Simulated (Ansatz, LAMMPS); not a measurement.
# Force difference against the spacing of support functions in glassy 71SiO2-10B2O3-10MgO-10Na2O (mol %) (127 atoms)

Density of this cell: 2.47 g/cm³. The cell holds 127 atoms: 29 Si, 8 B, 4 Mg, 8 Na and 78 O. Its edges and angles: a = 11.781 Å, b = 11.781 Å, c = 11.781 Å, α = 90.0°, β = 90.0°, γ = 90.0°. 127 atoms (29 Si, 8 B, 4 Mg, 8 Na, 78 O) placed at random at 2.29 g/cm³, melted at 3000 K for 20 ps at fixed volume with the Buckingham and Coulomb pair potential of Guillot and Sator (Geochim. Cosmochim. Acta 71, 1249 (2007)) with the boron terms of Wang et al. (J. Non-Cryst. Solids 498, 294 (2018)). Quenched from 3000 K to 300 K at 20 K/ps and fixed volume, held 10 ps at zero pressure.

Calculated with Ansatz 0.2.0: Kohn-Sham DFT, PBE, PAW (set soft_2), localised support functions (medium), with the spacing typed; the reference is Kohn-Sham DFT, PBE, PAW (set soft_2), plane waves, cutoff 420 eV, Γ point, fermi-dirac smearing of 0.025 eV, with an r.m.s. force component of 1.05 eV/Å.

| spacing (Å) | r.m.s. force difference (meV/Å) | time |
| --- | --- | --- |
| 0.211 | 0.853 | 2.1 min |
| 0.238 | 1.076 | 1.8 min |
| 0.275 | ? | ? |
| 0.33 | 61.19 | 74 s |

Task: Fit a power law of the spacing to the rows given and interpolate to the withheld row.

**Working.**

A power law y = A x^b is a line in u = ln x and v = ln y.

| u = ln x | v = ln y |
| --- | --- |
| -1.55590 | -0.158996 |
| -1.43548 | 0.0732505 |
| -1.10866 | 4.11393 |

With n = 3: mean u = -1.36668, mean v = 1.34273, Σ(u − ū)² = 0.10711, Σ(u − ū)(v − v̄) = 1.0865. Slope b = 1.0865 / 0.10711 = 10.144; intercept a = v̄ − b ū = 15.206.

At the withheld row u = -1.291, v = a + b u = 2.111, and y = exp(v).

Prediction at 0.275: 8.253 meV/Å. The run gave 6.83 meV/Å, so the fit is high by 1.4 meV/Å (21 % of the value).

The fitted exponent is 10. Between neighbouring rows, the withheld one included, the exponents are 1.9, 13 and 12, so one power law doesn't hold over the range: the values level off at a floor. Among the rows given, the largest relative miss of the fit is at 0.238, by 0.83 meV/Å (77 %).

Limits: The difference holds the reference's own basis error, which sets a floor under it.

[Hosts, paths, dates, database ids (printed as entryN), source tags and the programs' standing remarks are cut or masked in the printed files.]
